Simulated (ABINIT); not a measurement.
# A GW run on KNa3H4 (Pm-3m) in ABINIT, with inputs changed, part 2 of 3

A base run on KNa3H4 (Pm-3m), then changed inputs.

ABINIT 10.8.3; LDA and many-body steps on it, plane waves. Known limits of the many-body steps: not at the basis limit; coarse k mesh.

So far. Step 4 (Broadening of the poles): Against G0W0 in ABINIT (2×2×2 mesh, 65 bands, screening to 87.1 eV, Godby-Needs plasmon pole), the gap moves by +0.000 eV. Step 5 (No symmetry in the self-energy): Against G0W0 in ABINIT (2×2×2 mesh, 65 bands, screening to 87.1 eV, Godby-Needs plasmon pole), the gap moves by +0.000 eV.

**6. Scissors in G**

Level of this step: G0W0 on LDA, plane waves, norm-conserving pseudopotentials (ABINIT).

File run.abi:

```
acell 3*1.0 Angstrom
rprim 
  5.118641000000 0.000000000000 0.000000000000
  0.000000000000 5.118641000000 0.000000000000
  0.000000000000 0.000000000000 5.118641000000
ntypat 3
znucl 19 11 1
natom 8
typat 1 2 2 2 3 3 3 3
xred 
  0.500000000000 0.500000000000 0.500000000000
  -0.000000000000 -0.000000000000 0.500000000000
  -0.000000000000 0.500000000000 -0.000000000000
  0.500000000000 -0.000000000000 -0.000000000000
  -0.000000000000 -0.000000000000 -0.000000000000
  0.500000000000 0.500000000000 -0.000000000000
  0.500000000000 -0.000000000000 0.500000000000
  -0.000000000000 0.500000000000 0.500000000000
pp_dirpath "pseudos"
pseudos "K.upf, Na.upf, H.upf"
ecut 38
ngkpt 2 2 2
nshiftk 1
shiftk 0 0 0
kptopt 1
chksymbreak 0
istwfk *1
occopt 1
irdwfk 1
optdriver 4
nband 65
gwcalctyp 0
ecutsigx 38
symsigma 1
nkptgw 3
kptgw 
  0.5000000000 0.0000000000 0.0000000000
  0.5000000000 0.5000000000 0.5000000000
  0.0000000000 0.0000000000 0.0000000000
bdgw 
  19 22
  18 23
  18 23
ecuteps 3.2
irdscr 1
ppmodel 1
mbpt_sciss 0.5 eV
indata_prefix "in"
outdata_prefix "out"
tmpdata_prefix "tmp"
```

The run is started by

```bash
> OMP_NUM_THREADS=1 mpirun -n 4 abinit run.abi > log
```

The program printed:

```text
.Version 10.8.3 of ABINIT. v10.8.2 released Aug 2026.

 Symmetries : space group Pm -3 m (#221); Bravais cP (primitive cubic)
[... echo of the input left out ...]
== DATASET  1 ==================================================================
-   mpi_nproc: 4, omp_nthreads: 1 (-1 if OMP is not activated)

--- !DatasetInfo
iteration_state: {dtset: 1, }
dimensions: {natom: 8, nkpt: 4, mband: 65, nsppol: 1, nspinor: 1, nspden: 1, mpw: 10131, }
cutoff_energies: {ecut:  38.0, pawecutdg:  -1.0, }
electrons: {nelect:   4.00000000E+01, charge:   0.00000000E+00, occopt:   1.00000000E+00, tsmear:   1.00000000E-02, }

 SIGMA: Calculation of the GW corrections

 Based on a program developped by R.W. Godby, V. Olevano, G. Onida, and L. Reining.
 Incorporated in ABINIT by V. Olevano, G.-M. Rignanese, and M. Torrent.
.Using double precision arithmetic ; gwpc =  8

[... cell and pseudopotentials left out ...]
--------------------------------------------------------------------------------

 ==== K-mesh for the wavefunctions ====
 Number of points in the irreducible wedge :     4
[... list of points left out ...]
 Together with 48 symmetry operations and time-reversal symmetry
 yields     8 points in the full Brillouin Zone.

 ==== Q-mesh for screening function ====
 Number of points in the irreducible wedge :     4
[... list of points left out ...]
 Together with 48 symmetry operations and time-reversal symmetry
 yields     8 points in the full Brillouin Zone.

 vcoul_init : cutoff-mode = AUXILIARY_FUNCTION
 q-points for optical limit:   1
     1)      0.000010    0.000020    0.000030
 setmesh: FFT mesh size selected  =    54x   54x   54
          total number of points  =       157464

 Number of electrons calculated from density =   40.0000; Expected =   40.0000
[...]
number of plane-waves for wavefunctions         10131
 number of bands                                    65
 number of q-points in IBZ                           4
 number of frequencies                               2
 number of real frequencies                          1
 number of imag frequencies                          1

 matrix elements of self-energy operator (all in [eV])

 Perturbative Calculation

--- !SelfEnergy_ee
iteration_state: {dtset: 1, }
kpoint     : [   0.500,    0.000,    0.000, ]
spin       : 1
KS_gap     :    4.568
QP_gap     :    6.815
Delta_QP_KS:    2.248
data: !SigmaeeData |
     Band     E0 <VxcDFT>   SigX SigC(E0)      Z dSigC/dE  Sig(E)    E-E0       E
       19  -0.709 -10.108 -13.385   2.292   0.750  -0.333 -10.847  -0.739  -1.448
       20  -0.233 -10.290 -13.490   2.204   0.757  -0.321 -11.044  -0.754  -0.987
       21   4.334  -7.735  -3.146  -2.872   0.816  -0.225  -6.242   1.493   5.828
[...]
--- !SelfEnergy_ee
iteration_state: {dtset: 1, }
kpoint     : [   0.500,    0.500,    0.500, ]
spin       : 1
KS_gap     :    3.160
QP_gap     :    5.392
Delta_QP_KS:    2.232
data: !SigmaeeData |
     Band     E0 <VxcDFT>   SigX SigC(E0)      Z dSigC/dE  Sig(E)    E-E0       E
[...]
--- !SelfEnergy_ee
iteration_state: {dtset: 1, }
kpoint     : [   0.000,    0.000,    0.000, ]
spin       : 1
KS_gap     :    4.495
QP_gap     :    6.546
Delta_QP_KS:    2.051
data: !SigmaeeData |
     Band     E0 <VxcDFT>   SigX SigC(E0)      Z dSigC/dE  Sig(E)    E-E0       E
[...]
22   4.019  -7.703  -3.435  -2.762   0.819  -0.221  -6.379   1.323   5.343
       23   4.019  -7.703  -3.435  -2.762   0.819  -0.221  -6.379   1.323   5.343

== END DATASET(S) ==============================================================
================================================================================

 -outvars: echo values of variables after computation  --------
           etotal      0.0000000000E+00
            nband          65
             nkpt           4
          spgroup         221
 [... the other variables as echoed above ...]

 Calculation completed.
```

Elapsed: 8.6 s, on 4 MPI ranks of Intel Xeon Platinum 8375C at 2.90GHz (Ice Lake), shared host; peak memory 1.1 GiB.

Numbers from this step:

- G0W0 gap on the points computed: 4.731 eV
- starting gap on the mesh: 2.594 eV
- k of the valence top: 0.5, 0, 0
- k of the conduction bottom: 0.5, 0.5, 0.5
- Z at the valence top: 0.757
- Z at the conduction bottom: 0.823
- least direct G0W0 gap on the computed points: 5.392 eV

**7. Fewer bands in the self-energy**

Changes to run.abi since step 6:

```diff
@@ -30,3 +30,3 @@
 optdriver 4
-nband 65
+nband 40
 gwcalctyp 0
@@ -46,3 +46,2 @@
 ppmodel 1
-mbpt_sciss 0.5 eV
 indata_prefix "in"
```

The program printed:

```text
.Version 10.8.3 of ABINIT. v10.8.2 released Aug 2026.

 Symmetries : space group Pm -3 m (#221); Bravais cP (primitive cubic)
[... echo of the input left out ...]
== DATASET  1 ==================================================================
-   mpi_nproc: 4, omp_nthreads: 1 (-1 if OMP is not activated)

--- !DatasetInfo
iteration_state: {dtset: 1, }
dimensions: {natom: 8, nkpt: 4, mband: 40, nsppol: 1, nspinor: 1, nspden: 1, mpw: 10131, }
cutoff_energies: {ecut:  38.0, pawecutdg:  -1.0, }
electrons: {nelect:   4.00000000E+01, charge:   0.00000000E+00, occopt:   1.00000000E+00, tsmear:   1.00000000E-02, }

 SIGMA: Calculation of the GW corrections

 Based on a program developped by R.W. Godby, V. Olevano, G. Onida, and L. Reining.
 Incorporated in ABINIT by V. Olevano, G.-M. Rignanese, and M. Torrent.
.Using double precision arithmetic ; gwpc =  8

[... cell and pseudopotentials left out ...]
--------------------------------------------------------------------------------

 ==== K-mesh for the wavefunctions ====
 Number of points in the irreducible wedge :     4
[... list of points left out ...]
 Together with 48 symmetry operations and time-reversal symmetry
 yields     8 points in the full Brillouin Zone.

 ==== Q-mesh for screening function ====
 Number of points in the irreducible wedge :     4
[... list of points left out ...]
 Together with 48 symmetry operations and time-reversal symmetry
 yields     8 points in the full Brillouin Zone.

 vcoul_init : cutoff-mode = AUXILIARY_FUNCTION
 q-points for optical limit:   1
     1)      0.000010    0.000020    0.000030
 setmesh: FFT mesh size selected  =    54x   54x   54
          total number of points  =       157464

 Number of electrons calculated from density =   40.0000; Expected =   40.0000
[...]
number of plane-waves for wavefunctions         10131
 number of bands                                    65
 number of q-points in IBZ                           4
 number of frequencies                               2
 number of real frequencies                          1
 number of imag frequencies                          1

 matrix elements of self-energy operator (all in [eV])

 Perturbative Calculation

--- !SelfEnergy_ee
iteration_state: {dtset: 1, }
kpoint     : [   0.500,    0.000,    0.000, ]
spin       : 1
KS_gap     :    4.568
QP_gap     :    6.755
Delta_QP_KS:    2.187
data: !SigmaeeData |
     Band     E0 <VxcDFT>   SigX SigC(E0)      Z dSigC/dE  Sig(E)    E-E0       E
       19  -0.709 -10.108 -13.385   2.601   0.754  -0.326 -10.618  -0.510  -1.219
       20  -0.233 -10.290 -13.490   2.548   0.762  -0.313 -10.786  -0.497  -0.730
       21   4.334  -7.735  -3.146  -2.536   0.824  -0.214  -6.045   1.691   6.025
[...]
--- !SelfEnergy_ee
iteration_state: {dtset: 1, }
kpoint     : [   0.500,    0.500,    0.500, ]
spin       : 1
KS_gap     :    3.160
QP_gap     :    5.320
Delta_QP_KS:    2.160
data: !SigmaeeData |
     Band     E0 <VxcDFT>   SigX SigC(E0)      Z dSigC/dE  Sig(E)    E-E0       E
[...]
--- !SelfEnergy_ee
iteration_state: {dtset: 1, }
kpoint     : [   0.000,    0.000,    0.000, ]
spin       : 1
KS_gap     :    4.495
QP_gap     :    6.498
Delta_QP_KS:    2.003
data: !SigmaeeData |
     Band     E0 <VxcDFT>   SigX SigC(E0)      Z dSigC/dE  Sig(E)    E-E0       E
[...]
22   4.019  -7.703  -3.435  -2.424   0.826  -0.210  -6.180   1.523   5.542
       23   4.019  -7.703  -3.435  -2.424   0.826  -0.210  -6.180   1.523   5.542

== END DATASET(S) ==============================================================
================================================================================

 -outvars: echo values of variables after computation  --------
           etotal      0.0000000000E+00
            nband          40
             nkpt           4
          spgroup         221
 [... the other variables as echoed above ...]

 Calculation completed.
```

The job ended after 7.1 s (4 MPI ranks; peak memory 1 GiB).

Numbers from this step:

- G0W0 gap on the points computed: 4.624 eV
- starting gap on the mesh: 2.594 eV
- k of the valence top: 0.5, 0, 0
- k of the conduction bottom: 0.5, 0.5, 0.5
- Z at the valence top: 0.762
- Z at the conduction bottom: 0.828
- least direct G0W0 gap on the computed points: 5.32 eV

**8. Smaller part of the screening matrix**

Changes to run.abi since step 7:

```diff
@@ -30,3 +30,3 @@
 optdriver 4
-nband 40
+nband 65
 gwcalctyp 0
@@ -43,3 +43,3 @@
   18 23
-ecuteps 3.2
+ecuteps 1.6
 irdscr 1
```

The program printed:

```text
.Version 10.8.3 of ABINIT. v10.8.2 released Aug 2026.

 Symmetries : space group Pm -3 m (#221); Bravais cP (primitive cubic)
[... echo of the input left out ...]
== DATASET  1 ==================================================================
-   mpi_nproc: 4, omp_nthreads: 1 (-1 if OMP is not activated)

--- !DatasetInfo
iteration_state: {dtset: 1, }
dimensions: {natom: 8, nkpt: 4, mband: 65, nsppol: 1, nspinor: 1, nspden: 1, mpw: 10131, }
cutoff_energies: {ecut:  38.0, pawecutdg:  -1.0, }
electrons: {nelect:   4.00000000E+01, charge:   0.00000000E+00, occopt:   1.00000000E+00, tsmear:   1.00000000E-02, }

 SIGMA: Calculation of the GW corrections

 Based on a program developped by R.W. Godby, V. Olevano, G. Onida, and L. Reining.
 Incorporated in ABINIT by V. Olevano, G.-M. Rignanese, and M. Torrent.
.Using double precision arithmetic ; gwpc =  8

[... cell and pseudopotentials left out ...]
--------------------------------------------------------------------------------

 ==== K-mesh for the wavefunctions ====
 Number of points in the irreducible wedge :     4
[... list of points left out ...]
 Together with 48 symmetry operations and time-reversal symmetry
 yields     8 points in the full Brillouin Zone.

 ==== Q-mesh for screening function ====
 Number of points in the irreducible wedge :     4
[... list of points left out ...]
 Together with 48 symmetry operations and time-reversal symmetry
 yields     8 points in the full Brillouin Zone.

 vcoul_init : cutoff-mode = AUXILIARY_FUNCTION
 q-points for optical limit:   1
     1)      0.000010    0.000020    0.000030
 setmesh: FFT mesh size selected  =    54x   54x   54
          total number of points  =       157464

 Number of electrons calculated from density =   40.0000; Expected =   40.0000
[...]
number of plane-waves for wavefunctions         10131
 number of bands                                    65
 number of q-points in IBZ                           4
 number of frequencies                               2
 number of real frequencies                          1
 number of imag frequencies                          1

 matrix elements of self-energy operator (all in [eV])

 Perturbative Calculation

--- !SelfEnergy_ee
iteration_state: {dtset: 1, }
kpoint     : [   0.500,    0.000,    0.000, ]
spin       : 1
KS_gap     :    4.568
QP_gap     :    6.722
Delta_QP_KS:    2.154
data: !SigmaeeData |
     Band     E0 <VxcDFT>   SigX SigC(E0)      Z dSigC/dE  Sig(E)    E-E0       E
       19  -0.709 -10.108 -13.385   2.231   0.761  -0.314 -10.905  -0.797  -1.506
       20  -0.233 -10.290 -13.490   2.163   0.769  -0.301 -11.086  -0.797  -1.030
       21   4.334  -7.735  -3.146  -2.926   0.816  -0.225  -6.378   1.357   5.692
[...]
--- !SelfEnergy_ee
iteration_state: {dtset: 1, }
kpoint     : [   0.500,    0.500,    0.500, ]
spin       : 1
KS_gap     :    3.160
QP_gap     :    5.331
Delta_QP_KS:    2.172
data: !SigmaeeData |
     Band     E0 <VxcDFT>   SigX SigC(E0)      Z dSigC/dE  Sig(E)    E-E0       E
[...]
--- !SelfEnergy_ee
iteration_state: {dtset: 1, }
kpoint     : [   0.000,    0.000,    0.000, ]
spin       : 1
KS_gap     :    4.495
QP_gap     :    6.464
Delta_QP_KS:    1.969
data: !SigmaeeData |
     Band     E0 <VxcDFT>   SigX SigC(E0)      Z dSigC/dE  Sig(E)    E-E0       E
[...]
22   4.019  -7.703  -3.435  -2.804   0.819  -0.221  -6.504   1.198   5.218
       23   4.019  -7.703  -3.435  -2.804   0.819  -0.221  -6.504   1.198   5.218

== END DATASET(S) ==============================================================
================================================================================

 -outvars: echo values of variables after computation  --------
           etotal      0.0000000000E+00
            nband          65
             nkpt           4
          spgroup         221
 [... the other variables as echoed above ...]

 Calculation completed.
```

It took 5.7 s on 4 MPI ranks; peak memory 0.81 GiB.

Numbers from this step:

* G0W0 gap on the points computed: 4.653 eV
* starting gap on the mesh: 2.594 eV
* k of the valence top: 0.5, 0, 0
* k of the conduction bottom: 0.5, 0.5, 0.5
* Z at the valence top: 0.769
* Z at the conduction bottom: 0.822
* least direct G0W0 gap on the computed points: 5.331 eV

**9. Contour deformation on a plasmon-pole file**

Changes to run.abi since step 8:

```diff
@@ -31,3 +31,3 @@
 nband 65
-gwcalctyp 0
+gwcalctyp 2
 ecutsigx 38
@@ -43,5 +43,4 @@
   18 23
-ecuteps 1.6
+ecuteps 3.2
 irdscr 1
-ppmodel 1
 indata_prefix "in"
```

The program printed:

```text
.Version 10.8.3 of ABINIT. v10.8.2 released Aug 2026.

 Symmetries : space group Pm -3 m (#221); Bravais cP (primitive cubic)
================================================================================
 Values of the parameters that define the memory need of the present run
     intxc =       0    ionmov =       0      iscf =       7    lmnmax =       6
     lnmax =       6     mgfft =      54  mpssoang =       3    mqgrid =    3001
     natom =       8  nloc_mem =       1    nspden =       1   nspinor =       1
    nsppol =       1      nsym =      48    n1xccc =    2501    ntypat =       3
    occopt =       1   xclevel =       1
-    mband =          65        mffmem =           1         mkmem =           1
       mpw =       10131          nfft =      157464          nkpt =           4
================================================================================
  Rough estimation (10% accuracy) of disk space for files :
================================================================================

--------------------------------------------------------------------------------
------------- Echo of variables that govern the present computation ------------
--------------------------------------------------------------------------------
 -outvars: echo values of preprocessed input variables --------
            acell      1.8897261259E+00  1.8897261259E+00  1.8897261259E+00 Bohr

             bdgw          19      22      18      23      18      23
      chksymbreak           0
             ecut      3.80000000E+01 Hartree
          ecuteps      3.20000000E+00 Hartree
         ecutsigx      3.80000000E+01 Hartree
          ecutwfn      3.80000000E+01 Hartree
-          fftalg         312
        gwcalctyp           2
           irdscr           1
[...]
setmesh: FFT mesh size selected  =    54x   54x   54
          total number of points  =       157464

 Number of electrons calculated from density =   40.0000; Expected =   40.0000
 average of density, n =  0.044198
 r_s =    1.7546
 omega_plasma =   20.2794 [eV]

 === KS Band Gaps ===
  >>>> For spin  1
   Minimum direct gap =   3.1596 [eV], located at k-point      :   0.5000  0.5000  0.5000
   Fundamental gap    =   2.5938 [eV], Top of valence bands at :   0.5000  0.0000  0.0000
                                       Bottom of conduction at :   0.5000  0.5000  0.5000
 SIGMA fundamental parameters:
 CONTOUR DEFORMATION
 number of plane-waves for SigmaX                10131
 number of plane-waves for SigmaC and W            251
 number of plane-waves for wavefunctions         10131
 number of bands                                    65
 number of independent spin polarizations            1
 number of spinorial components                      1
 number of k-points in IBZ                           4
 number of q-points in IBZ                           4
 number of symmetry operations                      48
 number of k-points in BZ                            8
 number of q-points in BZ                            8
 number of frequencies for dSigma/dE                 9
 frequency step for dSigma/dE [eV]                0.25
 number of omega for Sigma on real axis              0
 max omega for Sigma on real axis  [eV]           0.00
 zcut for avoiding poles [eV]                     0.10

 EPSILON^-1 parameters (SCR file):
 dimension of the eps^-1 matrix on file            251
 dimension of the eps^-1 matrix used               251
 number of plane-waves for wavefunctions         10131
 number of bands                                    65
 number of q-points in IBZ                           4
 number of frequencies                               2
 number of real frequencies                          1
 number of imag frequencies                          1

 matrix elements of self-energy operator (all in [eV])

 Perturbative Calculation

--- !ERROR
message: |
    Fatal error

--- !ERROR
message: |
    Fatal error

--- from the log ---
Fatal error
```

Run time: 4.9 s. Hardware: 4 MPI ranks; peak memory 0.85 GiB; 9.4 s of CPU time.

The run stopped with an error after 4.9 s.

The fault put into this input: contour deformation on a plasmon-pole file.

[end of part 2 of 3]

[Paths, hosts, dates, memory and timing lines, banners, echoed tables and standing remarks are left out of the program output.]

[Logs are printed without paths, hosts, clocks, repeated set-up lines and the standing remarks that a program may print on its own settings, such as how far it seeks lower states.]

[Runs of the session that timed out or met a known fault of the program may be left out.]

[No measured gap is set beside runs whose start may be inverted or whose files or cutoffs have a known fault.]

[Hosts, paths, dates, database ids (printed as entryN), source tags and the programs' standing remarks are cut or masked in the printed files.]

[G0W0 gaps are taken among the corrected bands and points alone; a level outside them can change the order at an edge.]

[Where Ansatz stands beside ABINIT at settings called matched, ABINIT's density can come from a denser mesh and the files from another edition; pairs whose starting gaps differed by over 0.03 eV were left out, so agreement reads better than it is.]
